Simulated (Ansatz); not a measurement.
# Work function of V(110): what the settings cost and change, part 2 of 2

Aim: the work function of V(110) against thickness and vacuum, with the cost.

Ansatz 0.2.0; plane-wave DFT, PBE, Ansatz PAW.

So far, work function, upper face (eV): step 2 (run, setting 1 layer) 4.70; step 4 (run, 3 atoms) 4.79; step 5 (slab, 4 atoms) 4.79; step 6 (slab, 5 atoms) 4.77; step 7 (run, 6 atoms) 4.77.

### Step 8. Run, 8 atoms

System of this step: V(110). The cell holds 8 atoms: 8 V. Its edges and angles: a = 2.615 Å, b = 2.615 Å, c = 32.948 Å, α = 90.0°, β = 90.0°, γ = 70.5°. Vacuum lies along c.

Input file input.yaml:

```yaml
crystal:
  lattice:
    - [2.1354624792, -1.51, 0.0]
    - [2.1354624792, 1.51, 0.0]
    - [0.0, 0.0, 32.9482373543]
  atoms:
    - { symbol: V, position: [0.0, 0.0, 0.2731557353] }
    - { symbol: V, position: [0.5, 0.5, 0.3379683823] }
    - { symbol: V, position: [0.0, 0.0, 0.4027810294] }
    - { symbol: V, position: [0.5, 0.5, 0.4675936765] }
    - { symbol: V, position: [0.0, 0.0, 0.5324063235] }
    - { symbol: V, position: [0.5, 0.5, 0.5972189706] }
    - { symbol: V, position: [0.0, 0.0, 0.6620316177] }
    - { symbol: V, position: [0.5, 0.5, 0.7268442647] }
kpoints:
  mp_grid: { grid: [16, 16, 1] }
hamiltonian:
  xc: pbe
scf:
  occupations: { method: fermi_dirac, width: 0.1 }
  convergence: { dr2_threshold: 1.0e-09 }
efield:
  axis: 3
  dipole_correction: true
  ramp_position: 0.97
  ramp_width: 0.06
output:
  write_potential: true
  write_density: true
  volumetric_format: npy
```

The run is started by

```bash
ansatz run input.yaml --threads 2 --pin off --max-ram 3072MiB --backend cpu --events-out ev --progress --plain --runs-dir out
```

What it wrote:

```text
[...]
Crystal: 8 atoms, lattice volume = 212.486 Å³
Basis set: ecut = 420 eV, 4113 PW (Γ)
Bands: 63, of which v1, the nominal top of the filled ones, is band 52 counted from 1 (51 counted from 0)
Symmetry: 4 space group operations
k-points: 73 of 256
[...]
k-point 0: bands = [... 48 lower, 6.2364, 6.3289, 6.3552, 6.4838, 6.5196, 6.5299, 6.5710, 6.6692, ... 7 higher]
  k-point 1: bands = [... 48 lower, 6.1385, 6.2648, 6.3514, 6.3872, 6.4401, 6.5028, 6.6023, 6.6902, ... 7 higher]
  k-point 2: bands = [... 48 lower, 6.0533, 6.1059, 6.1894, 6.2375, 6.3850, 6.4127, 6.4348, 6.6750, ... 7 higher]
  k-point 72: bands = [... 48 lower, 5.9416, 6.5823, 6.7201, 7.3434, 7.6332, 7.7617, 7.8506, 7.8792, ... 7 higher]
[key lines of the parts left out:]
SCF converged after 11 iterations
Free energy (F): -23297.451181 eV
Fermi energy:    6.202670 eV
Dipole field:    D = 0.000002 V/Å  (p = 0.000002 e·Å, saw-weighted, corrected)
Work function:   Φ+ = 4.7735 eV   Φ− = 4.7736 eV
```

Run time: 3 min. Hardware: 2 threads of Arm Neoverse N1, shared host; peak memory 1.1 GiB; 5.4 min of CPU time.

The work function is 4.773 eV, +0.001 eV from the run “6 layers”, at 1.5 times its CPU time.

### Step 9. Run, 10 atoms

System of this step: V(110). The cell holds 10 atoms: 10 V. Its edges and angles: a = 2.615 Å, b = 2.615 Å, c = 37.219 Å, α = 90.0°, β = 90.0°, γ = 70.5°. Vacuum lies along c.

input.yaml, the sections that differ from step 8:

```yaml
crystal:
  lattice:
    - [2.1354624792, -1.51, 0.0]
    - [2.1354624792, 1.51, 0.0]
    - [0.0, 0.0, 37.2191623127]
  atoms:
    - { symbol: V, position: [0.0, 0.0, 0.2418109232] }
    - { symbol: V, position: [0.5, 0.5, 0.2991862736] }
    - { symbol: V, position: [0.0, 0.0, 0.356561624] }
    - { symbol: V, position: [0.5, 0.5, 0.4139369744] }
    - { symbol: V, position: [0.0, 0.0, 0.4713123248] }
    - { symbol: V, position: [0.5, 0.5, 0.5286876752] }
    - { symbol: V, position: [0.0, 0.0, 0.5860630256] }
    - { symbol: V, position: [0.5, 0.5, 0.643438376] }
    - { symbol: V, position: [0.0, 0.0, 0.7008137264] }
    - { symbol: V, position: [0.5, 0.5, 0.7581890768] }
# kpoints, hamiltonian, scf, efield, output: as in step 8
```

What it wrote:

```text
[...]
Crystal: 10 atoms, lattice volume = 240.030 Å³
Basis set: ecut = 420 eV, 4647 PW (Γ)
Bands: 78, of which v1, the nominal top of the filled ones, is band 65 counted from 1 (64 counted from 0)
Symmetry: 4 space group operations
k-points: 73 of 256
[...]
k-point 0: bands = [... 61 lower, 7.4171, 7.5225, 7.5743, 7.5758, 7.6707, 7.6911, 7.7193, 7.7842, ... 9 higher]
  k-point 1: bands = [... 61 lower, 7.4013, 7.4148, 7.5179, 7.5631, 7.6324, 7.6583, 7.7195, 7.7581, ... 9 higher]
  k-point 2: bands = [... 61 lower, 7.2564, 7.3081, 7.3769, 7.4348, 7.4569, 7.5467, 7.6066, 7.6502, ... 9 higher]
  k-point 72: bands = [... 61 lower, 7.3945, 7.7844, 8.1278, 8.4054, 8.7817, 8.8410, 8.9835, 9.0724, ... 9 higher]
[key lines of the parts left out:]
SCF converged after 12 iterations
Free energy (F): -29122.322474 eV
Fermi energy:    7.340917 eV
Dipole field:    D = 0.000005 V/Å  (p = 0.000006 e·Å, saw-weighted, corrected)
Work function:   Φ+ = 4.7740 eV   Φ− = 4.7742 eV
```

Elapsed: 4.6 min, on 2 threads; peak memory 1.5 GiB; 8.5 min of CPU time.

The work function is 4.774 eV, +0.001 eV from the run “8 layers”, at 1.6 times its CPU time.

### Step 10. Slab, 13 atoms

System of this step: V(110). The cell holds 13 atoms: 13 V. Its edges and angles: a = 2.615 Å, b = 2.615 Å, c = 43.626 Å, α = 90.0°, β = 90.0°, γ = 70.5°. Vacuum lies along c.

input.yaml, the sections that differ from step 9:

```yaml
crystal:
  lattice:
    - [2.1354624792, -1.51, 0.0]
    - [2.1354624792, 1.51, 0.0]
    - [0.0, 0.0, 43.6255497502]
  atoms:
    - { symbol: V, position: [0.0, 0.0, 0.2063011252] }
    - { symbol: V, position: [0.5, 0.5, 0.2552509376] }
    - { symbol: V, position: [0.0, 0.0, 0.3042007501] }
    - { symbol: V, position: [0.5, 0.5, 0.3531505626] }
    - { symbol: V, position: [0.0, 0.0, 0.4021003751] }
    - { symbol: V, position: [0.5, 0.5, 0.4510501875] }
    - { symbol: V, position: [0.0, 0.0, 0.5] }
    - { symbol: V, position: [0.5, 0.5, 0.5489498125] }
    - { symbol: V, position: [0.0, 0.0, 0.5978996249] }
    - { symbol: V, position: [0.5, 0.5, 0.6468494374] }
    - { symbol: V, position: [0.0, 0.0, 0.6957992499] }
    - { symbol: V, position: [0.5, 0.5, 0.7447490624] }
    - { symbol: V, position: [0.0, 0.0, 0.7936988748] }
# kpoints, hamiltonian, scf, efield, output: as in step 9
```

What it wrote:

```text
[...]
Crystal: 13 atoms, lattice volume = 281.345 Å³
Basis set: ecut = 420 eV, 5431 PW (Γ)
Bands: 102, of which v1, the nominal top of the filled ones, is band 85 counted from 1 (84 counted from 0)
Symmetry: 4 space group operations
k-points: 73 of 256
[...]
k-point 0: bands = [... 81 lower, 8.8146, 8.8691, 8.9266, 8.9397, 8.9920, 8.9981, 9.0161, 9.0555, ... 13 higher]
  k-point 1: bands = [... 81 lower, 8.8016, 8.8092, 8.8839, 8.9040, 8.9145, 8.9624, 8.9642, 9.0603, ... 13 higher]
  k-point 2: bands = [... 81 lower, 8.5886, 8.6855, 8.7171, 8.7769, 8.8169, 8.8257, 8.8749, 8.9243, ... 13 higher]
  k-point 72: bands = [... 81 lower, 9.0853, 9.3747, 9.6667, 9.8789, 10.0685, 10.1327, 10.1606, 10.3334, ... 13 higher]
[key lines of the parts left out:]
SCF converged after 12 iterations
Free energy (F): -37859.631282 eV
Fermi energy:    8.631710 eV
Dipole field:    D = 0.000000 V/Å  (p = 0.000001 e·Å, saw-weighted, corrected)
Work function:   Φ+ = 4.7740 eV   Φ− = 4.7740 eV
```

Run time: 8.1 min. Hardware: 2 threads; peak memory 2.1 GiB.

The work function is 4.774 eV, -0.000 eV from the run “10 layers”, at 1.8 times its CPU time.

### Step 11. Run, 7 atoms

System of this step: V(110). The cell holds 7 atoms: 7 V. Its edges and angles: a = 2.615 Å, b = 2.615 Å, c = 22.813 Å, α = 90.0°, β = 90.0°, γ = 70.5°. Vacuum lies along c.

input.yaml, the sections that differ from step 10:

```yaml
crystal:
  lattice:
    - [2.1354624792, -1.51, 0.0]
    - [2.1354624792, 1.51, 0.0]
    - [0.0, 0.0, 22.8127748751]
  atoms:
    - { symbol: V, position: [0.0, 0.0, 0.2191754413] }
    - { symbol: V, position: [0.5, 0.5, 0.3127836275] }
    - { symbol: V, position: [0.0, 0.0, 0.4063918138] }
    - { symbol: V, position: [0.5, 0.5, 0.5] }
    - { symbol: V, position: [0.0, 0.0, 0.5936081862] }
    - { symbol: V, position: [0.5, 0.5, 0.6872163725] }
    - { symbol: V, position: [0.0, 0.0, 0.7808245587] }
# kpoints, hamiltonian, scf, efield, output: as in step 10
```

What it wrote:

```text
[...]
Crystal: 7 atoms, lattice volume = 147.122 Å³
Basis set: ecut = 420 eV, 2859 PW (Γ)
Bands: 55, of which v1, the nominal top of the filled ones, is band 46 counted from 1 (45 counted from 0)
Symmetry: 4 space group operations
k-points: 73 of 256
[...]
k-point 0: bands = [... 42 lower, 9.2029, 9.2125, 9.2842, 9.3819, 9.4310, 9.4783, 9.6075, 9.8371, ... 5 higher]
  k-point 1: bands = [... 42 lower, 9.1312, 9.1706, 9.2152, 9.3234, 9.4067, 9.5075, 9.6294, 9.6592, ... 5 higher]
  k-point 2: bands = [... 42 lower, 8.9216, 9.0090, 9.1140, 9.2889, 9.2906, 9.2911, 9.5792, 9.6811, ... 5 higher]
  k-point 72: bands = [... 42 lower, 9.0841, 9.4529, 9.8729, 10.5950, 10.6229, 10.6985, 10.7779, 10.9201, ... 5 higher]
[key lines of the parts left out:]
SCF converged after 12 iterations
Free energy (F): -20385.013067 eV
Fermi energy:    9.122772 eV
Dipole field:    D = 0.000000 V/Å  (p = 0.000000 e·Å, saw-weighted, corrected)
Work function:   Φ+ = 4.7593 eV (in doubt: plateau slope 9.5e-2 eV/Å)   Φ− = 4.7639 eV (in doubt: plateau slope 6.8e-2 eV/Å)
```

Run time: 1.9 min. Hardware: 2 threads; peak memory 0.79 GiB; 3.6 min of CPU time.

The work function is 4.759 eV. The program marks this work function as in doubt.

### Step 12. Run, 7 atoms (run 2)

The cell differs from the one that the last finished run ended in (c 22.813 → 26.813 Å).

input.yaml, the sections that differ from step 11:

```yaml
crystal:
  lattice:
    - [2.1354624792, -1.51, 0.0]
    - [2.1354624792, 1.51, 0.0]
    - [0.0, 0.0, 26.8127748751]
  atoms:
    - { symbol: V, position: [0.0, 0.0, 0.2610695847] }
    - { symbol: V, position: [0.5, 0.5, 0.3407130564] }
    - { symbol: V, position: [0.0, 0.0, 0.4203565282] }
    - { symbol: V, position: [0.5, 0.5, 0.5] }
    - { symbol: V, position: [0.0, 0.0, 0.5796434718] }
    - { symbol: V, position: [0.5, 0.5, 0.6592869436] }
    - { symbol: V, position: [0.0, 0.0, 0.7389304153] }
# kpoints, hamiltonian, scf, efield, output: as in step 11
```

What it wrote:

```text
[...]
Crystal: 7 atoms, lattice volume = 172.918 Å³
Basis set: ecut = 420 eV, 3351 PW (Γ)
Bands: 55, of which v1, the nominal top of the filled ones, is band 46 counted from 1 (45 counted from 0)
Symmetry: 4 space group operations
k-points: 73 of 256
[...]
k-point 0: bands = [... 42 lower, 7.1296, 7.1393, 7.2091, 7.3084, 7.3578, 7.4050, 7.5342, 7.7691, ... 5 higher]
  k-point 1: bands = [... 42 lower, 7.0581, 7.0957, 7.1418, 7.2502, 7.3335, 7.4343, 7.5561, 7.5899, ... 5 higher]
  k-point 2: bands = [... 42 lower, 6.8471, 6.9359, 7.0408, 7.2156, 7.2173, 7.2200, 7.5052, 7.6085, ... 5 higher]
  k-point 72: bands = [... 42 lower, 7.0109, 7.3797, 7.7997, 8.5217, 8.5497, 8.6253, 8.7047, 8.8469, ... 5 higher]
[key lines of the parts left out:]
SCF converged after 12 iterations
Free energy (F): -20385.013069 eV
Fermi energy:    7.049527 eV
Dipole field:    D = 0.000000 V/Å  (p = 0.000000 e·Å, saw-weighted, corrected)
Work function:   Φ+ = 4.7748 eV   Φ− = 4.7748 eV
```

Elapsed: 2.1 min, on 2 threads; peak memory 0.88 GiB; 4.1 min of CPU time.

The work function is 4.775 eV, +0.015 eV from the run “7 layers, 10 Å of vacuum”, at 1.1 times its CPU time.

### Step 13. Slab, 7 atoms

The cell differs from the one that the last finished run ended in (c 26.813 → 38.813 Å).

input.yaml, the sections that differ from step 12:

```yaml
crystal:
  lattice:
    - [2.1354624792, -1.51, 0.0]
    - [2.1354624792, 1.51, 0.0]
    - [0.0, 0.0, 38.8127748751]
  atoms:
    - { symbol: V, position: [0.0, 0.0, 0.3349412672] }
    - { symbol: V, position: [0.5, 0.5, 0.3899608448] }
    - { symbol: V, position: [0.0, 0.0, 0.4449804224] }
    - { symbol: V, position: [0.5, 0.5, 0.5] }
    - { symbol: V, position: [0.0, 0.0, 0.5550195776] }
    - { symbol: V, position: [0.5, 0.5, 0.6100391552] }
    - { symbol: V, position: [0.0, 0.0, 0.6650587328] }
# kpoints, hamiltonian, scf, efield, output: as in step 12
```

What it wrote:

```text
[...]
Crystal: 7 atoms, lattice volume = 250.307 Å³
Basis set: ecut = 420 eV, 4847 PW (Γ)
Bands: 55, of which v1, the nominal top of the filled ones, is band 46 counted from 1 (45 counted from 0)
Symmetry: 4 space group operations
k-points: 73 of 256
[...]
k-point 0: bands = [... 42 lower, 3.4738, 3.4835, 3.5532, 3.6525, 3.7020, 3.7492, 3.8784, 4.1134, ... 5 higher]
  k-point 1: bands = [... 42 lower, 3.4022, 3.4399, 3.4860, 3.5943, 3.6777, 3.7785, 3.9003, 3.9341, ... 5 higher]
  k-point 2: bands = [... 42 lower, 3.1913, 3.2801, 3.3850, 3.5598, 3.5615, 3.5642, 3.8494, 3.9527, ... 5 higher]
  k-point 72: bands = [... 42 lower, 3.3551, 3.7239, 4.1439, 4.8659, 4.8939, 4.9695, 5.0489, 5.1911, ... 5 higher]
[key lines of the parts left out:]
SCF converged after 11 iterations
Free energy (F): -20385.013074 eV
Fermi energy:    3.393709 eV
Dipole field:    D = -0.000003 V/Å  (p = -0.000004 e·Å, saw-weighted, corrected)
Work function:   Φ+ = 4.7750 eV   Φ− = 4.7749 eV
```

Run time: 2.7 min. Hardware: 2 threads; peak memory 1.2 GiB.

The work function is 4.775 eV, +0.000 eV from the run “7 layers, 14 Å of vacuum”, at 1.3 times its CPU time.

### Step 14. The series together

Times are for 2 threads of Arm Neoverse N1, shared host. The runs compared:

```csv
no.,setting,"work function, upper face (eV)",time,memory (GiB)
1,1 layer,4.701,17 s,0.44
2,2 layers,4.716,27 s,0.45
3,3 layers,4.786,43 s,0.51
4,4 layers,4.789,64 s,0.61
5,5 layers,4.772,88 s,0.71
6,6 layers,4.773,2 min,0.83
7,8 layers,4.773,3 min,1.1
8,10 layers,4.774,4.6 min,1.5
9,13 layers,4.774,8.1 min,2.1
10,"7 layers, 10 Å of vacuum",4.759,1.9 min,0.79
11,"7 layers, 14 Å of vacuum",4.775,2.1 min,0.88
12,"7 layers, 26 Å of vacuum",4.775,2.7 min,1.2
```

### Step 15. Varying the input

System of this step: V(110) monolayer. The cell holds 1 atom: 1 V. Cell: a = 2.615 Å, b = 2.615 Å, c = 18.000 Å, α = 90.0°, β = 90.0°, γ = 70.5°. Vacuum lies along c.

An input spoilt on purpose, to show how the run answers: it repeats the earlier run “1 layer” with efield.axis from 3 to 0, and scf.max_iter set to 80; its output block differs too.

input.yaml, the sections that differ from step 13:

```yaml
crystal:
  lattice:
    - [2.1354624792, -1.51, 0.0]
    - [2.1354624792, 1.51, 0.0]
    - [0.0, 0.0, 18.0]
  atoms:
    - { symbol: V, position: [0.0, 0.0, 0.5] }
scf:
  occupations: { method: fermi_dirac, width: 0.1 }
  convergence: { dr2_threshold: 1.0e-09 }
  max_iter: 80
efield:
  axis: 0
  dipole_correction: true
  ramp_position: 0.97
  ramp_width: 0.06
# kpoints, hamiltonian, output: as in step 13
```

What it wrote:

```text
Error: invalid value for `efield.axis`: must be in [1, 3]; got 0
```

Elapsed: 0.02 s, on 2 threads; peak memory 0.06 GiB.

The program refused the input before any cycle.

The program's message: “Error: invalid value for `efield.axis`: must be in [1, 3]; got 0”

The fault put into the input: an axis of 0, outside the range 1 to 3.

### Step 16. Outcome

| Property | Result |
| --- | --- |
| work function, 1 layer | 4.701 eV |
| work function, 4 layers | 4.789 eV |
| work function, 6 layers | 4.773 eV |
| work function, 13 layers | 4.774 eV |

The thickest slab gives 4.77 eV, and the settings tried spread the value from 4.70 to 4.79 eV. At 18 Å of vacuum, the slabs from 3 layers on stay within 0.02 eV of the thickest. Going from 10 to 26 Å of vacuum moves it by 0.016 eV. The program marks the value as in doubt in “7 layers, 10 Å of vacuum”. The ladder's slabs use the tabulated experimental lattice constant (two decimals; a low-temperature value for the alkali metals). The main runs have no spin polarisation; a magnetic state could lie lower and would change these results. In 1 run of the series (7 layers, 10 Å of vacuum) the program warns that electrons reach the sawtooth's ramp, which makes dipole and work function less sure.

[Long decimals in the printed logs are rounded to 6 places.]

[Logs are printed without paths, hosts, clocks, repeated set-up lines and the standing remarks that a program may print on its own settings, such as how far it seeks lower states.]

[Hosts, paths, dates, database ids (printed as entryN), source tags and the programs' standing remarks are cut or masked in the printed files.]

[Maps of the electrostatic potential energy from Ansatz leave out the sawtooth potential of an applied field or a dipole correction, so their vacuum need not be flat; planar profiles and work functions include it.]
